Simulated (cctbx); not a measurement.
# ErCrTeS6 across an absorption edge

Space group P-31c (no. 163), a = 6.2250 Å, b = 6.2250 Å, c = 11.9360 Å, α = 90.00°, β = 90.00°, γ = 120.00°.

```
atom  mult.       x       y       z  Ueq (Å²)
 Er1      2       0       0       0    0.0050
 Te1      2     2/3     1/3     1/4    0.0063
 Cr1      2     2/3     1/3     3/4    0.0108
  S1     12  0.3505  0.9915  0.8630    0.0062
```

The model is made up (kin elements in a known structure type, no relaxation), so it says nothing on whether the phase exists.

Calculated with cctbx: free-atom f′ and f″ from the Sasaki tables, no fine structure; amplitudes in electrons.

```
E (eV)  F 1 1 2  F 1 1 0  F 0 0 4  F 0 1 1
  7758    108.4    154.2     85.6     49.6
  8108    104.0    150.9     82.3     49.4
  8238    100.6    147.8     79.3     49.4
  8298     97.7    145.1     76.6     49.4
  8328     94.8    142.3     73.8     49.4
  8343     91.9    139.4     71.0     49.4
  8350     89.3    136.8     68.5     49.4
  8354     86.5    134.1     65.8     49.3
  8362     86.1    135.9     69.9     49.3
  8366     89.3    139.1     72.8     49.3
  8373     92.2    141.9     75.4     49.3
  8388     95.2    144.9     78.2     49.3
  8418     98.2    147.9     80.9     49.3
  8508    101.9    151.6     84.4     49.3
  8758    104.9    154.8     87.4     49.2
```

**Question.** Which edge is crossed, and why do the reflections move as they do?

The L3 edge of Er. The edge is at 8358 eV. f′ of Er falls from -12.0 e at 8238 eV to -19.0 e at 4 eV below it, and f″ steps from 3.71 to 10.56 e across it. Over that approach |F| changes by -14 % (1 1 2), -9 % (1 1 0), -17 % (0 0 4) and -0 % (0 1 1): a reflection falls where Er scatters in phase with the total and rises where it scatters against it; it hardly moves where the Er term is small or cancels by symmetry. Above the edge the larger f″ enters the imaginary part, where it can add to or cancel the other atoms' f″. The structure is centrosymmetric, so Friedel mates stay equal.

[Logs are printed without paths, hosts, clocks, repeated set-up lines and the standing remarks that a program may print on its own settings, such as how far it seeks lower states.]
